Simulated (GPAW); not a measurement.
# In2SSe monolayer: work function by functional and basis, part 2 of 2

Aim: the work function of both faces of In2SSe monolayer, and its spread over functionals and bases. Where a layer proves gapped, the work function hangs on where the smearing puts the Fermi level, and the band edges take its place.

GPAW 26.7.0; GPAW, PAW setups; layer in a repeated cell with vacuum, relaxation of atoms and in-plane cell (the session's first sound run).

So far, upper work function (eV): step 3 (the slab's potential, PBE, GPAW) 5.42; step 4 (GPAW, PAW setups) 5.87; step 5 (LDA) 5.70; step 6 (revPBE) 5.30.

### Step 7. OptPBE vdW: xc = "optPBE-vdW"

Level of this step: GPAW, PAW setups; slab in vacuum (GPAW).

The same geometry under optPBE-vdW, to see how far the functional moves the levels against the vacuum (the van der Waals functionals take revPBE setups).

run.py

```python
import json
import numpy as np
from ase import Atoms
from gpaw import GPAW, PW

slab = Atoms(
    ['Se', 'In', 'In', 'S'],
    positions=[
        [-0.00000, 2.30545, 7.00000],
        [-0.00000, -0.00000, 8.32022],
        [-0.00000, -0.00000, 11.13623],
        [-0.00000, 2.30545, 12.26863]],
    cell=[[3.99315, -0.0, 0.0], [-1.99658, 3.45817, 0.0], [0.0, 0.0, 19.2686]],
    pbc=[True, True, False])

slab.calc = GPAW(mode=PW(400), xc='optPBE-vdW', kpts={'size': (9, 9, 1), 'gamma': True},
                 occupations={'name': 'fermi-dirac', 'width': 0.05}, nbands='160%',
                 convergence={'density': 1e-05}, maxiter=200,
                 poissonsolver={'dipolelayer': 'xy'},
                 symmetry={'tolerance': 1e-3}, txt='slab.txt')
result = {}
energy = slab.get_potential_energy()
fermi = slab.calc.get_fermi_level()
v = slab.calc.get_electrostatic_potential().mean((0, 1)) - fermi
n = slab.calc.get_pseudo_density().mean((0, 1))
L = slab.cell[2, 2]
z = np.arange(len(v)) * L / len(v)
low, high = slab.positions[:, 2].min(), slab.positions[:, 2].max()
below, above = np.interp([low - 4.8, high + 4.8], z, v)
slopes = [np.interp(x, z, np.gradient(v, z)) for x in (low - 4.8, high + 4.8)]
eps = np.array([[slab.calc.get_eigenvalues(k, s) for k in range(len(slab.calc.get_ibz_k_points()))]
                for s in range(slab.calc.get_number_of_spins())]) - fermi
top, bottom = eps[eps < 0].max(), eps[eps > 0].min()
dipole = slab.get_dipole_moment()[2]
print(f'energy {energy:.4f} eV, Fermi level {fermi:.4f} eV, dipole {dipole:.5f} e A')
print(f'potential 4.8 A off the faces, from the Fermi level: lower {below:.4f} eV, upper {above:.4f} eV')
print(f'slope of the potential there: lower {slopes[0]:.5f}, upper {slopes[1]:.5f} eV/A')
print(f'nearest levels on the mesh: {top:.4f} and {bottom:.4f} eV')
print('magnetic moment', round(slab.get_magnetic_moment(), 3))
result.update(energy=energy, fermi=fermi, dipole=dipole, below=below, above=above, slopes=slopes, edges=[top, bottom],
              z=z.tolist(), v=v.tolist(), n=n.tolist(), positions=slab.positions.tolist(),
              forces=slab.get_forces(apply_constraint=False).tolist(), moments=slab.get_magnetic_moments().tolist())
json.dump(result, open('result.json', 'w'))
```

Launch:

```sh
$ OMP_NUM_THREADS=1 OPENBLAS_NUM_THREADS=1 python run.py
```

Output:

```text
energy -62.2128 eV, Fermi level -1.2461 eV, dipole -0.01682 e A
potential 4.8 A off the faces, from the Fermi level: lower 5.4241 eV, upper 5.6447 eV
slope of the potential there: lower -0.00019, upper 0.00018 eV/A
nearest levels on the mesh: -0.8318 and 0.6975 eV
magnetic moment 0.0
```

Elapsed: 37 s, on 1 thread of Arm Neoverse V2, shared host; peak memory 0.41 GiB.

This step gave:

* dipole along the normal: -0.01682 e·Å
* levels nearest the Fermi level on the mesh: -0.8318, 0.6975 eV from the Fermi level
* upper work function: 5.645 eV
* lower work function: 5.424 eV
* upper ionisation energy: 6.476 eV

The highest filled level lies 0.832 eV under the Fermi level, so the ionisation energy from the upper face is 5.645 + 0.832 = 6.476 eV, against 6.252 eV in the base run.

### Step 8. Self-consistent run: xc = "RPBE"

The same geometry under RPBE, to see how far the functional moves the levels against the vacuum.

Edit run.py of step 7 so:

```diff
@@ -15,3 +15,3 @@
 
-slab.calc = GPAW(mode=PW(400), xc='optPBE-vdW', kpts={'size': (9, 9, 1), 'gamma': True},
+slab.calc = GPAW(mode=PW(400), xc='RPBE', kpts={'size': (9, 9, 1), 'gamma': True},
                  occupations={'name': 'fermi-dirac', 'width': 0.05}, nbands='160%',
```

Output:

```text
energy -13.7730 eV, Fermi level -0.9617 eV, dipole -0.01656 e A
potential 4.8 A off the faces, from the Fermi level: lower 5.0802 eV, upper 5.2973 eV
slope of the potential there: lower -0.00015, upper 0.00015 eV/A
nearest levels on the mesh: -0.8819 and 0.7457 eV
magnetic moment 0.0
```

The job ended after 29 s (1 thread; peak memory 0.23 GiB).

This step gave:

```
dipole along the normal                    : -0.01656 e·Å
levels nearest the Fermi level on the mesh : -0.8819, 0.7457 eV from the Fermi level
upper work function                        : 5.297 eV
lower work function                        : 5.080 eV
upper ionisation energy                    : 6.179 eV
```

Table of electrostatic potential energy of an electron (without an applied field's), less the Fermi level, planar mean by z:

z (Å), electrostatic potential energy of an electron (without an applied field's), less the Fermi level, planar mean (eV) and a bar from the least value:
```
      0.0        5.2 ##############################
      0.5        5.1 ##############################
      1.0        5.1 ##############################
      1.5        5.1 ##############################
      2.0        5.1 ##############################
      2.5        5.1 ##############################
      3.0        5.1 ##############################
      3.5        5.1 ##############################
      4.0        5.1 ##############################
      4.5        5.1 ##############################
      5.0        5.0 #############################
      5.5        4.6 #############################
      6.0        3.1 ##########################
      6.5       -3.1 #################
      7.0      -13.4 
      7.5       -7.2 ##########
      8.0      -10.1 #####
      8.5      -11.5 ###
      9.0       -2.4 ##################
      9.5        1.7 ########################
     10.0        1.5 ########################
     10.5       -3.0 #################
     11.0      -12.2 ##
     11.5      -10.1 #####
     12.0      -10.1 #####
     12.5       -8.1 #########
     13.0        1.6 ########################
     13.5        4.5 #############################
     14.0        5.1 ##############################
     14.5        5.3 ##############################
     15.0        5.3 ##############################
     15.5        5.3 ##############################
     16.0        5.3 ##############################
     16.5        5.3 ##############################
     17.0        5.3 ##############################
     17.5        5.3 ##############################
     18.0        5.3 ##############################
     18.5        5.3 ##############################
     19.0        5.3 ##############################
```

The highest filled level lies 0.882 eV under the Fermi level, so the ionisation energy from the upper face is 5.297 + 0.882 = 6.179 eV, against 6.252 eV in the base run.

### Step 9. Real-space grid: mode = "fd"

A real-space grid is a second complete basis, so it checks the plane-wave result.

Edit run.py of step 8 so:

```diff
@@ -3,3 +3,3 @@
 from ase import Atoms
-from gpaw import GPAW, PW
+from gpaw import GPAW
 
@@ -15,3 +15,3 @@
 
-slab.calc = GPAW(mode=PW(400), xc='RPBE', kpts={'size': (9, 9, 1), 'gamma': True},
+slab.calc = GPAW(mode='fd', h=0.18, xc='PBE', kpts={'size': (9, 9, 1), 'gamma': True},
                  occupations={'name': 'fermi-dirac', 'width': 0.05}, nbands='160%',
```

Output:

```text
energy -15.3016 eV, Fermi level -5.3044 eV, dipole -0.01651 e A
potential 4.8 A off the faces, from the Fermi level: lower 5.1968 eV, upper 5.4120 eV
slope of the potential there: lower -0.00010, upper 0.00006 eV/A
nearest levels on the mesh: -0.8374 and 0.7018 eV
magnetic moment 0.0
```

Elapsed: 2.1 min, on 1 thread; peak memory 0.65 GiB.

Numbers from this step:

| Property | Result |
| --- | --- |
| dipole along the normal | -0.01651 e·Å |
| levels nearest the Fermi level on the mesh | -0.8374, 0.7018 eV from the Fermi level |
| upper work function | 5.412 eV |
| lower work function | 5.197 eV |
| upper ionisation energy | 6.249 eV |

The highest filled level lies 0.837 eV under the Fermi level, so the ionisation energy from the upper face is 5.412 + 0.837 = 6.249 eV, against 6.252 eV in the base run.

### Step 10. Atomic orbitals: mode = "lcao"

Atom-centred orbitals end a few angstrom from the surface, which tests how much the density's tail matters.

Edit run.py of step 9 so:

```diff
@@ -15,4 +15,4 @@
 
-slab.calc = GPAW(mode='fd', h=0.18, xc='PBE', kpts={'size': (9, 9, 1), 'gamma': True},
-                 occupations={'name': 'fermi-dirac', 'width': 0.05}, nbands='160%',
+slab.calc = GPAW(mode='lcao', basis='dzp', h=0.18, xc='PBE', kpts={'size': (9, 9, 1), 'gamma': True},
+                 occupations={'name': 'fermi-dirac', 'width': 0.05}, nbands='120%',
                  convergence={'density': 1e-05}, maxiter=200,
```

Output:

```text
energy -14.0351 eV, Fermi level -5.1246 eV, dipole -0.02351 e A
potential 4.8 A off the faces, from the Fermi level: lower 4.9712 eV, upper 5.2781 eV
slope of the potential there: lower 0.00000, upper 0.00000 eV/A
nearest levels on the mesh: -0.8420 and 0.7055 eV
magnetic moment 0.0
```

Elapsed: 50 s, on 1 thread; peak memory 0.32 GiB.

This step gave:

```yaml
dipole_along_the_normal: -0.02351 e·Å
levels_nearest_the_fermi_level_on_the_mesh: -0.8420, 0.7055 eV from the Fermi level
upper_work_function: 5.278 eV
lower_work_function: 4.971 eV
upper_ionisation_energy: 6.120 eV
```

The electrostatic potential energy of an electron (without an applied field's), less the Fermi level, planar mean oscillates, so the rows of the table below give means over windows of 1 Å about each position, cut where the curve ends. Its maxima inside the range that stand out by 2 % of the span (Å: eV): 7.7: -6.69, 9.7: 2.25, 11.8: -8.33. Its minima: 7.0: -13.6, 8.3: -13.1, 11.2: -13.3, 12.2: -12.4.

Electrostatic potential energy of an electron (without an applied field's), less the Fermi level, planar mean against z; means over each step:

| z (Å) | electrostatic potential energy of an electron (without an applied field's), less the Fermi level, planar mean (eV) |
| --- | --- |
| 0 | 4.98 |
| 1 | 4.97 |
| 2 | 4.97 |
| 3 | 4.97 |
| 4 | 4.97 |
| 5 | 4.89 |
| 6 | 2.38 |
| 7 | -9.90 |
| 8 | -9.91 |
| 9 | -3.24 |
| 10 | 0.973 |
| 11 | -9.96 |
| 12 | -10.0 |
| 13 | 0.530 |
| 14 | 5.10 |
| 15 | 5.28 |
| 16 | 5.28 |
| 17 | 5.28 |
| 18 | 5.28 |
| 19 | 5.28 |

The highest filled level lies 0.842 eV under the Fermi level, so the ionisation energy from the upper face is 5.278 + 0.842 = 6.120 eV, against 6.252 eV in the base run.

### Step 11. All levels side by side

Times are for 1 thread of Arm Neoverse V2, shared host. Results by setting:

```
no.         run  upper ionisation energy (eV)     time  memory (GiB)
  1          pw                         6.252     29 s          0.22
  2     vdW DF2                         6.639     38 s          0.41
  3         LDA                         6.448     28 s          0.22
  4      revPBE                         6.170     29 s          0.23
  5  optPBE vdW                         6.476     37 s          0.41
  6        RPBE                         6.179     29 s          0.23
  7          fd                         6.249  2.1 min          0.65
  8        lcao                         6.120     50 s          0.32
```

### Step 12. Side by side

Results and costs are gathered.

This step: comparison of work functions, dipole and cost (GPAW 26.7.0).

Ladder, by row:

```
      step  code  work function, upper (eV)  work function, lower (eV)  dipole (e Å)  wall time (s)  peak memory (GiB)  threads
        pw  GPAW                      5.416                      5.199      -0.01651           28.8               0.22        1
   vdW-DF2  GPAW                      5.868                      5.615       -0.0193          38.35               0.41        1
       LDA  GPAW                      5.699                      5.498      -0.01531          28.17               0.22        1
    revPBE  GPAW                      5.296                       5.08      -0.01648          29.14               0.23        1
optPBE-vdW  GPAW                      5.645                      5.424      -0.01682          36.54               0.41        1
      RPBE  GPAW                      5.297                       5.08      -0.01656             29               0.23        1
        fd  GPAW                      5.412                      5.197      -0.01651          127.7               0.65        1
      lcao  GPAW                      5.278                      4.971      -0.02351          50.31               0.32        1
```

### Step 13. What came out

```json
{"work function, upper and lower face (Fermi level placed in the gap by the smearing)": "5.416 and 5.199 eV", "ionisation energy from the upper face (highest filled level on the mesh)": "6.25 eV", "electron affinity from the upper face (lowest empty Kohn-Sham level on the mesh)": "4.72 eV", "dipole along the normal": "-0.0165 e Å"}
```

What this shows: With plane waves and PBE the ionisation energy from the upper face is 6.25 eV and the Kohn-Sham electron affinity 4.72 eV. The two faces differ by 0.22 eV, the step that the slab's dipole makes (e p/(ε0 A) gives 0.22 eV), so the dipole layer is needed. The levels nearest the Fermi level on the mesh lie 1.54 eV apart, so the slab is gapped there: the smearing puts the Fermi level inside the gap, and from either face the ionisation energy is the work function plus 0.84 eV. Both are Kohn-Sham levels on the mesh, and semilocal gaps are too small, so the affinity tends to come out too large and the ionisation energy too small. Work functions of a gapped slab move with the place of the Fermi level in the gap; over the runs without a planted fault the highest filled level on the mesh lies 6.12 (lcao) to 6.64 eV (vdW-DF2) under the upper vacuum level. The relaxation of atoms and cell ran in a fully periodic cell without the dipole layer, so the atoms of this polar layer felt a small spurious field. The layer's cell and atoms come from the relaxation; spin-orbit coupling and temperature are left out.

[Logs are printed without paths, hosts, clocks, repeated set-up lines and the standing remarks that a program may print on its own settings, such as how far it seeks lower states.]

[Hosts, paths, dates, database ids (printed as entryN), source tags and the programs' standing remarks are cut or masked in the printed files.]
